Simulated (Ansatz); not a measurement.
# The perfect armchair germanene nanoribbon (N = 9, H edges), part 2 of 3

What gap, if any, does the armchair germanene nanoribbon (N = 9, H edges) have, and how does it change under strain?

Ansatz 0.2.0; DFT PBE, plane waves, PAW; relaxation of a wire's period (the session's first sound run).

So far. Step 2 (Relaxing the period): The cell's length comes to 7.004 Å with spin left out.

### Step 3. The perfect wire

This step: DFT PBE, plane waves, PAW; bands of a perfect wire (Ansatz 0.2.0).

At the relaxed period the bands are computed along the axis; those that cross an energy going forward count the channels that a perfect wire would open there.

File input.yaml:

```yaml
crystal:
  lattice:
    - [25.966, 0.0, 0.0]
    - [0.0, 7.67, 0.0]
    - [0.0, 0.0, 7.0037090238]
  atoms:
    - { symbol: Ge, position: [0.191482202, 0.546362582, 0.005605669] }
    - { symbol: Ge, position: [0.344410096, 0.542221409, 0.99944458] }
    - { symbol: Ge, position: [0.5, 0.543278901, 0.99930474] }
    - { symbol: Ge, position: [0.655589904, 0.542221409, 0.99944458] }
    - { symbol: Ge, position: [0.808517798, 0.546362582, 0.005605669] }
    - { symbol: Ge, position: [0.191482202, 0.453637418, 0.327727664] }
    - { symbol: Ge, position: [0.344410096, 0.457778591, 0.333888753] }
    - { symbol: Ge, position: [0.5, 0.456721099, 0.334028594] }
    - { symbol: Ge, position: [0.655589904, 0.457778591, 0.333888753] }
    - { symbol: Ge, position: [0.808517798, 0.453637418, 0.327727664] }
    - { symbol: H, position: [0.14092258, 0.503997408, 0.435529771] }
    - { symbol: H, position: [0.85907742, 0.503997408, 0.435529771] }
    - { symbol: Ge, position: [0.266884104, 0.545119273, 0.49969523] }
    - { symbol: Ge, position: [0.422438715, 0.545212849, 0.500596123] }
    - { symbol: Ge, position: [0.577561285, 0.545212849, 0.500596123] }
    - { symbol: Ge, position: [0.733115896, 0.545119273, 0.49969523] }
    - { symbol: Ge, position: [0.266884104, 0.454880727, 0.833638103] }
    - { symbol: Ge, position: [0.422438715, 0.454787151, 0.83273721] }
    - { symbol: Ge, position: [0.577561285, 0.454787151, 0.83273721] }
    - { symbol: Ge, position: [0.733115896, 0.454880727, 0.833638103] }
    - { symbol: H, position: [0.14092258, 0.496002592, 0.897803562] }
    - { symbol: H, position: [0.85907742, 0.496002592, 0.897803562] }
kpoints:
  mp_grid: { grid: [1, 1, 12] }
  band_path: { path: ["Γ", Z], npoints: 90 }
scf:
  occupations: { method: fermi_dirac, width: 0.05 }
hamiltonian:
  xc: pbe
output:
  dos: { e_range: [-5, 4] }
  write_potential: true
  write_density: true
  volumetric_format: npy
```

On the command line:

```
$ ansatz run input.yaml --threads 4 --pin off --max-ram 16384MiB --backend cpu --events-out ev --progress --plain --runs-dir out
```

Numbers of over 12 decimals in the logs are rounded to 6 here.

Output:

```text
[...]
Crystal: 22 atoms, lattice volume = 1394.853 Å³
Basis set: ecut = 420 eV, 27289 PW (Γ)
Bands: 154, of which v1, the nominal top of the filled ones, is band 128 counted from 1 (127 counted from 0)
Symmetry: 4 space group operations
[...]
k-points: 7 of 12
[...]
SCF iter   1: F=—  HF=-77362.619385 eV  |F-HF|=—  |Δ(HF+E_count)|=         —  Δρ=1.39e-3  dr2=7.57e-2  ethr=1.77e-3  ⟨swp⟩=6.0  Hψ=3921  notcnv=0  defer=15
[...]
SCF iter  10: F=-77362.632139 eV  HF=-77362.632139 eV  |F-HF|=1.90e-8  |Δ(HF+E_count)|=   2.35e-7  Δρ=7.38e-7  dr2=8.62e-9  ethr=3.91e-11  ⟨swp⟩=13.3  Hψ=3594  notcnv=0
SCF 1 converged in 10 iterations: F = -77362.632139 eV  dr2 = 8.62e-9
[...]
NSCF: frozen V_eff on 91 k-points
WARN: The output density's exchange-correlation potential varies sharply where the density is thin. Do not read a vacuum level from v_tot or v_xc, or from such a field of the output density. On a cell that repeats whose density bears no net charge and no dipole along the vacuum's axis use v_es (v_loc + v_h of the components); under efield.dipole_correction with no amplitude use v_es + v_field, which holds any externa [...]
SCF converged after 10 iterations
Free energy (F): -77362.632139 eV
[...]
Internal energy: -77362.628989 eV  (E = F + TS)
E sigma→0 (E₀):  -77362.630564 eV
Entropy (-TS):   -0.003150 eV (-0.143 meV/atom)
Fermi energy:    -0.664321 eV
[...]
--- Band table (eV; the first three rows and the last of 7) ---
  k-point 0: bands = [... 124 lower, -1.3182, -1.2762, -1.0477, -0.8260, -0.5030, -0.2412, -0.1427, 0.0157, ... 22 higher]
  k-point 1: bands = [... 124 lower, -1.4691, -1.3715, -1.0900, -0.9971, -0.3337, -0.2115, -0.0378, 0.0991, ... 22 higher]
  k-point 2: bands = [... 124 lower, -1.5950, -1.5857, -1.2625, -1.2034, -0.1334, -0.0728, 0.2050, 0.3074, ... 22 higher]
  k-point 6: bands = [... 124 lower, -2.2019, -1.9270, -1.8967, -1.7597, 0.1237, 0.2986, 0.3772, 0.7782, ... 22 higher]
```

The job ended after 98 s (4 threads of Intel Xeon 6975P-C (Granite Rapids), shared host; peak memory 10 GiB; 6.4 min of CPU time).

Numbers from this step:

* energy at zero smearing: -77362.6306 eV
* band gap: 0.3229 eV

The electronic bands at the labelled points (eV, zero at the Fermi level; v1 is the highest filled band, c1 the lowest empty one):

| point | v4 | v3 | v2 | v1 | c1 | c2 | c3 | c4 |
| --- | --- | --- | --- | --- | --- | --- | --- | --- |
| Γ | -0.65 | -0.61 | -0.38 | -0.16 | 0.16 | 0.42 | 0.52 | 0.68 |
| halfway | -1.04 | -1.00 | -0.86 | -0.70 | 0.64 | 0.84 | 0.93 | 1.16 |
| Z | -1.54 | -1.26 | -1.23 | -1.10 | 0.79 | 0.96 | 1.04 | 1.44 |

The gap is 0.323 eV, with spin left out.

On this path the gap is direct, 0.32 eV, with the valence top at Γ and the conduction bottom at Γ.

### Step 4. At a strained period, period over the relaxed period 0.96

This step: DFT PBE, plane waves, PAW; relaxation at a fixed period (Ansatz 0.2.0).

The period is set to 0.96 times the relaxed one and the atoms relax within it: strain changes bond lengths and angles, which shifts the bands against each other. Against the first PBE run of this kind, the mesh along the wire has 9 points against 12.

The cell differs from the one that the last finished run ended in (c 7.004 → 6.724 Å).

Edit input.yaml of step 3 so:

```diff
@@ -4,3 +4,3 @@
     - [0.0, 7.67, 0.0]
-    - [0.0, 0.0, 7.0037090238]
+    - [0.0, 0.0, 6.7235606629]
   atoms:
@@ -29,3 +29,3 @@
 kpoints:
-  mp_grid: { grid: [1, 1, 12] }
+  mp_grid: { grid: [1, 1, 9] }
   band_path: { path: ["Γ", Z], npoints: 90 }
@@ -35,6 +35,6 @@
   xc: pbe
+relax:
+  max_steps: 40
+  f_tol: 0.02
 output:
-  dos: { e_range: [-5, 4] }
-  write_potential: true
-  write_density: true
-  volumetric_format: npy
+  stress: true
```

Output:

```text
Warning: output.stress: scf.convergence.dr2_threshold = 1e-7 eV (the SCF's general default) is looser than the 2.2e-9 eV advised for a printed stress (1e-10 eV for each atom of the cell: 22). What an SCF threshold leaves in a stress goes as its square root, and in the free energy as the threshold itself, and one threshold admits the most on a small cell: [figures from the program's tests cut] Every solve of this run  [...]
[...]
Crystal: 22 atoms, lattice volume = 1339.059 Å³
Basis set: ecut = 420 eV, 26137 PW (Γ), exchange–correlation on 360×108×90 points (8 copies of the dense FFT grid, shifted against one another)
Bands: 154, of which v1, the nominal top of the filled ones, is band 128 counted from 1 (127 counted from 0)
Symmetry: 4 space group operations
[...]
k-points: 5 of 9
[...]
SCF iter   1: F=—  HF=-77362.197231 eV  |F-HF|=—  |Δ(HF+E_count)|=         —  Δρ=1.34e-3  dr2=6.59e-2  ethr=1.77e-3  ⟨swp⟩=6.0  Hψ=2794  notcnv=0  defer=15
[...]
SCF iter   6: F=-77362.212170 eV  HF=-77362.212171 eV  |F-HF|=6.97e-7  |Δ(HF+E_count)|=   8.85e-6  Δρ=1.13e-5  dr2=2.87e-6  ethr=3.91e-9  ⟨swp⟩=4.0  Hψ=2262  notcnv=0
SCF 1 converged in 6 iterations: F = -77362.212170 eV  dr2 = 2.87e-6
[...]
relax step   1: F+E_penalty+E_count = -77362.21217024 eV  Δ(F+E_penalty+E_count) = +0.000e0 eV  max|allowed force component| = 5.497e-1 eV/Å  Δτ_max = 0.0000 Å  (6 SCF iters, dr2 threshold 1.00e-5 eV, accepted)
[...]
SCF iter   6: F=-77362.370805 eV  HF=-77362.370807 eV  |F-HF|=1.17e-6  |Δ(HF+E_count)|=   2.31e-5  Δρ=2.43e-5  dr2=7.71e-6  ethr=7.38e-9  ⟨swp⟩=3.0  Hψ=2919  notcnv=0
SCF 2 converged in 6 iterations: F = -77362.370805 eV  dr2 = 7.71e-6
relax step   2: F+E_penalty+E_count = -77362.37080540 eV  Δ(F+E_penalty+E_count) = -1.586e-1 eV  max|allowed force component| = 1.031e-1 eV/Å  Δτ_max = 0.1551 Å  (6 SCF iters, dr2 threshold 1.89e-5 eV, accepted)
SCF iter   1: F=—  HF=-77362.388431 eV  |F-HF|=—  |Δ(HF+E_count)|=         —  Δρ=1.08e-3  dr2=1.15e-2  ethr=6.04e-5  ⟨swp⟩=3.4  Hψ=1259  notcnv=0  defer=66
[...]
SCF iter   6: F=-77362.385700 eV  HF=-77362.385700 eV  |F-HF|=3.29e-7  |Δ(HF+E_count)|=   4.11e-7  Δρ=4.35e-6  dr2=5.17e-7  ethr=2.60e-10  ⟨swp⟩=4.8  Hψ=2285  notcnv=0
SCF 3 converged in 6 iterations: F = -77362.385700 eV  dr2 = 5.17e-7
relax step   3: F+E_penalty+E_count = -77362.38570017 eV  Δ(F+E_penalty+E_count) = -1.489e-2 eV  max|allowed force component| = 3.254e-2 eV/Å  Δτ_max = 0.0449 Å  (6 SCF iters, dr2 threshold 6.65e-7 eV, accepted)
SCF iter   1: F=—  HF=-77362.387066 eV  |F-HF|=—  |Δ(HF+E_count)|=         —  Δρ=2.81e-4  dr2=7.95e-4  ethr=2.45e-6  ⟨swp⟩=2.4  Hψ=1228  notcnv=0  defer=66
[...]
SCF iter   6: F=-77362.386416 eV  HF=-77362.386416 eV  |F-HF|=7.00e-9  |Δ(HF+E_count)|=   7.17e-9  Δρ=1.25e-6  dr2=2.54e-8  ethr=3.91e-11  ⟨swp⟩=4.0  Hψ=2259  notcnv=0
SCF 4 converged in 6 iterations: F = -77362.386416 eV  dr2 = 2.54e-8
[...]
relax step   4: F+E_penalty+E_count = -77362.38641572 eV  Δ(F+E_penalty+E_count) = -7.155e-4 eV  max|allowed force component| = 6.781e-3 eV/Å  Δτ_max = 0.0081 Å  (6 SCF iters, accepted)
[...]
the band table was solved once a step of the walk had ended and its energy, with any forces and stress, was formed, with the checks that follow a solve (3434 applications of the Hamiltonian). They found nothing against the state; the energy, forces and stress were not computed again (output.eigenvalues in the input reference)
[...]
SCF converged after 6 iterations
Free energy (F): -77362.386416 eV
[...]
Internal energy: -77362.379805 eV  (E = F + TS)
E sigma→0 (E₀):  -77362.383110 eV
Entropy (-TS):   -0.006610 eV (-0.300 meV/atom)
Fermi energy:    -0.489818 eV
[...]
--- Forces (eV/Å), atoms counted from 1 ---
  atom   1  Ge     0.00282511     0.00525401     0.00342283
  atom   2  Ge    -0.00002276    -0.00263728     0.00126223
  atom   3  Ge     0.00000000    -0.00125775     0.00258829
  atom   4  Ge     0.00002276    -0.00263728     0.00126223
  atom   5  Ge    -0.00282511     0.00525401     0.00342283
  atom   6  Ge     0.00282511    -0.00525401    -0.00342283
  atom   7  Ge    -0.00002276     0.00263728    -0.00126223
  atom   8  Ge    -0.00000000     0.00125775    -0.00258829
  atom   9  Ge     0.00002276     0.00263728    -0.00126223
  atom  10  Ge    -0.00282511    -0.00525401    -0.00342283
  atom  11  H      0.00029803     0.00205772     0.00276769
  atom  12  H     -0.00029803     0.00205772     0.00276769
  atom  13  Ge    -0.00337436    -0.00678137     0.00515814
  atom  14  Ge    -0.00138168    -0.00264689     0.00102472
  atom  15  Ge     0.00138168    -0.00264689     0.00102472
  atom  16  Ge     0.00337436    -0.00678137     0.00515814
  atom  17  Ge    -0.00337436     0.00678137    -0.00515814
  atom  18  Ge    -0.00138168     0.00264689    -0.00102472
  atom  19  Ge     0.00138168     0.00264689    -0.00102472
  atom  20  Ge     0.00337436     0.00678137    -0.00515814
  atom  21  H      0.00029803    -0.00205772    -0.00276769
  atom  22  H     -0.00029803    -0.00205772    -0.00276769
  max |Σ_I F_I| component: 1.73e-18 eV/Å
--- Stress (GPa, compression-positive) ---
       -0.000617       0.000000       0.000000
        0.000000       0.317548       0.007136
        0.000000       0.007136       1.418765
  P = ⅓ Tr σ = 0.5786 GPa (5.786 kbar)
--- Band table (eV; the first three rows and the last of 5) ---
  k-point 0: bands = [... 124 lower, -1.0665, -0.9580, -0.8618, -0.6097, -0.3701, -0.0349, 0.0451, 0.2422, ... 22 higher]
  k-point 1: bands = [... 124 lower, -1.2396, -1.1115, -1.0181, -0.9020, -0.0894, -0.0053, 0.2279, 0.3682, ... 22 higher]
  k-point 2: bands = [... 124 lower, -1.5344, -1.4373, -1.2803, -1.1823, 0.0806, 0.2562, 0.4404, 0.5946, ... 22 higher]
  k-point 4: bands = [... 124 lower, -1.9537, -1.9146, -1.6684, -1.6283, 0.2302, 0.3661, 0.5520, 0.8553, ... 22 higher]
--- Relaxed structure (4 steps of the walk, 4 accepted, 0 SCFs on fresh bases) ---
  F+E_penalty+E_count = -77362.38641572 eV   max|allowed force component| = 6.781e-3 eV/Å
  atoms:
    - { symbol: Ge, position: [0.186077, 0.545807, 8.964330194863943e-5] }
    - { symbol: Ge, position: [0.342111, 0.543620, 0.996390] }
    - { symbol: Ge, position: [0.500000, 0.544832, 0.996449] }
    - { symbol: Ge, position: [0.657889, 0.543620, 0.996390] }
    - { symbol: Ge, position: [0.813923, 0.545807, 8.964330194864378e-5] }
    - { symbol: Ge, position: [0.186077, 0.454193, 0.333244] }
    - { symbol: Ge, position: [0.342111, 0.456380, 0.336943] }
    - { symbol: Ge, position: [0.500000, 0.455168, 0.336884] }
    - { symbol: Ge, position: [0.657889, 0.456380, 0.336943] }
    - { symbol: Ge, position: [0.813923, 0.454193, 0.333244] }
    - { symbol: H, position: [0.137232, 0.505105, 0.455879] }
    - { symbol: H, position: [0.862768, 0.505105, 0.455879] }
    - { symbol: Ge, position: [0.263482, 0.546929, 0.496328] }
    - { symbol: Ge, position: [0.421305, 0.546483, 0.497619] }
    - { symbol: Ge, position: [0.578695, 0.546483, 0.497619] }
    - { symbol: Ge, position: [0.736518, 0.546929, 0.496328] }
    - { symbol: Ge, position: [0.263482, 0.453071, 0.837005] }
    - { symbol: Ge, position: [0.421305, 0.453517, 0.835714] }
    - { symbol: Ge, position: [0.578695, 0.453517, 0.835714] }
    - { symbol: Ge, position: [0.736518, 0.453071, 0.837005] }
    - { symbol: H, position: [0.137232, 0.494895, 0.877454] }
    - { symbol: H, position: [0.862768, 0.494895, 0.877454] }
```

Run time: 1.8 min. Hardware: 4 threads; peak memory 10 GiB; 7.1 min of CPU time.

Relaxation path:

| step | energy less that of the first step (eV) | largest force component (eV/Å) |
| --- | --- | --- |
| 1 | 0.0000 | 0.5497 |
| 2 | -0.1586 | 0.1031 |
| 3 | -0.1735 | 0.0325 |
| 4 | -0.1742 | 0.0068 |

Forces are held to the 4 operations that the run works with; a distortion that breaks them can't arise in this run.

The atoms that moved most (Å):

| atom | dx | dy | dz | length |
| --- | --- | --- | --- | --- |
| H11 | -0.096 | 0.008 | 0.137 | 0.167 |
| H12 | 0.096 | 0.008 | 0.137 | 0.167 |
| H21 | -0.096 | -0.008 | -0.137 | 0.167 |
| H22 | 0.096 | -0.008 | -0.137 | 0.167 |
| Ge6 | -0.140 | 0.004 | 0.037 | 0.145 |
| Ge10 | 0.140 | 0.004 | 0.037 | 0.145 |
| Ge1 | -0.140 | -0.004 | -0.037 | 0.145 |
| Ge5 | 0.140 | -0.004 | -0.037 | 0.145 |

Final coordinates:

```xyz
22
Lattice="25.9660 0.0000 0.0000 0.0000 7.6700 0.0000 0.0000 0.0000 6.7236" Properties=species:S:1:pos:R:3
Ge    4.8317    4.1863    0.0006
Ge    8.8833    4.1696    6.6993
Ge   12.9830    4.1789    6.6997
Ge   17.0827    4.1696    6.6993
Ge   21.1343    4.1863    0.0006
Ge    4.8317    3.4837    2.2406
Ge    8.8833    3.5004    2.2655
Ge   12.9830    3.4911    2.2651
Ge   17.0827    3.5004    2.2655
Ge   21.1343    3.4837    2.2406
H     3.5634    3.8742    3.0651
H    22.4026    3.8742    3.0651
Ge    6.8416    4.1949    3.3371
Ge   10.9396    4.1915    3.3458
Ge   15.0264    4.1915    3.3458
Ge   19.1244    4.1949    3.3371
Ge    6.8416    3.4751    5.6277
Ge   10.9396    3.4785    5.6190
Ge   15.0264    3.4785    5.6190
Ge   19.1244    3.4751    5.6277
H     3.5634    3.7958    5.8996
H    22.4026    3.7958    5.8996
```

This step gave:

| Item | Value |
| --- | --- |
| energy at zero smearing | -77362.3831 eV |
| band gap | 0.2396 eV |

The electronic bands at the labelled points (eV, zero at the Fermi level; v1 is the highest filled band, c1 the lowest empty one):

| point | v4 | v3 | v2 | v1 | c1 | c2 | c3 | c4 |
| --- | --- | --- | --- | --- | --- | --- | --- | --- |
| Γ | -0.58 | -0.47 | -0.37 | -0.12 | 0.12 | 0.45 | 0.53 | 0.73 |
| halfway | -1.07 | -1.01 | -0.88 | -0.75 | 0.60 | 0.82 | 0.90 | 1.18 |
| Z | -1.59 | -1.32 | -1.29 | -1.16 | 0.71 | 0.90 | 0.99 | 1.44 |

The gap is 0.240 eV, against 0.323 eV under PBE at the relaxed period.

### Step 5. At a strained period, period over the relaxed period 0.98

The period is set to 0.98 times the relaxed one and the atoms relax within it: strain changes bond lengths and angles, which shifts the bands against each other. Against the first PBE run of this kind, the mesh along the wire has 9 points against 12.

The cell differs from the one that the last finished run ended in (c 6.724 → 6.864 Å).

Edit input.yaml of step 4 so:

```diff
@@ -4,3 +4,3 @@
     - [0.0, 7.67, 0.0]
-    - [0.0, 0.0, 6.7235606629]
+    - [0.0, 0.0, 6.8636348434]
   atoms:
```

Output:

```text
[...]
Crystal: 22 atoms, lattice volume = 1366.956 Å³
Basis set: ecut = 420 eV, 26705 PW (Γ), exchange–correlation on 360×108×96 points (8 copies of the dense FFT grid, shifted against one another)
Bands: 154, of which v1, the nominal top of the filled ones, is band 128 counted from 1 (127 counted from 0)
Symmetry: 4 space group operations
[...]
- { symbol: H, position: [0.860719, 0.504719, 0.445501] }
[...]
- { symbol: Ge, position: [0.265394, 0.453636, 0.835029] }
    - { symbol: Ge, position: [0.421912, 0.454271, 0.834173] }
    - { symbol: Ge, position: [0.578088, 0.454271, 0.834173] }
    - { symbol: Ge, position: [0.734606, 0.453636, 0.835029] }
    - { symbol: H, position: [0.139281, 0.495281, 0.887832] }
    - { symbol: H, position: [0.860719, 0.495281, 0.887832] }
[key lines of the parts left out:]
SCF converged after 7 iterations
Free energy (F): -77362.570545 eV
Fermi energy:    -0.578725 eV
P = ⅓ Tr σ = 0.3484 GPa (3.484 kbar)
```

Elapsed: 1.7 min, on 4 threads; peak memory 10 GiB.

The steps of the relaxation:

| step | energy less that of the first step (eV) | largest force component (eV/Å) |
| --- | --- | --- |
| 1 | 0.0000 | 0.2376 |
| 2 | -0.0350 | 0.0475 |
| 3 | -0.0382 | 0.0130 |

Forces are held to the 4 operations that the run works with; a distortion that breaks them can't arise in this run.

The atoms that moved most (Å):

| atom | dx | dy | dz | length |
| --- | --- | --- | --- | --- |
| H11 | -0.043 | 0.006 | 0.068 | 0.081 |
| H12 | 0.043 | 0.006 | 0.068 | 0.081 |
| H21 | -0.043 | -0.006 | -0.068 | 0.081 |
| H22 | 0.043 | -0.006 | -0.068 | 0.081 |
| Ge10 | 0.062 | 0.008 | 0.019 | 0.066 |
| Ge6 | -0.062 | 0.008 | 0.019 | 0.066 |
| Ge5 | 0.062 | -0.008 | -0.019 | 0.066 |
| Ge1 | -0.062 | -0.008 | -0.019 | 0.066 |

Final coordinates:

```xyz
22
Lattice="25.9660 0.0000 0.0000 0.0000 7.6700 0.0000 0.0000 0.0000 6.8636" Properties=species:S:1:pos:R:3
Ge    4.9096    4.1825    0.0191
Ge    8.9153    4.1647    6.8504
Ge   12.9830    4.1733    6.8498
Ge   17.0507    4.1647    6.8504
Ge   21.0564    4.1825    0.0191
Ge    4.9096    3.4875    2.2687
Ge    8.9153    3.5053    2.3012
Ge   12.9830    3.4967    2.3017
Ge   17.0507    3.5053    2.3012
Ge   21.0564    3.4875    2.2687
H     3.6166    3.8712    3.0578
H    22.3494    3.8712    3.0578
Ge    6.8912    4.1906    3.4202
Ge   10.9554    4.1857    3.4261
Ge   15.0106    4.1857    3.4261
Ge   19.0748    4.1906    3.4202
Ge    6.8912    3.4794    5.7313
Ge   10.9554    3.4843    5.7255
Ge   15.0106    3.4843    5.7255
Ge   19.0748    3.4794    5.7313
H     3.6166    3.7988    6.0938
H    22.3494    3.7988    6.0938
```

The gap is 0.285 eV, against 0.323 eV under PBE at the relaxed period.

[end of part 2 of 3]

[Logs are printed without paths, hosts, clocks, repeated set-up lines and the standing remarks that a program may print on its own settings, such as how far it seeks lower states.]

[Hosts, paths, dates, database ids (printed as entryN), source tags and the programs' standing remarks are cut or masked in the printed files.]
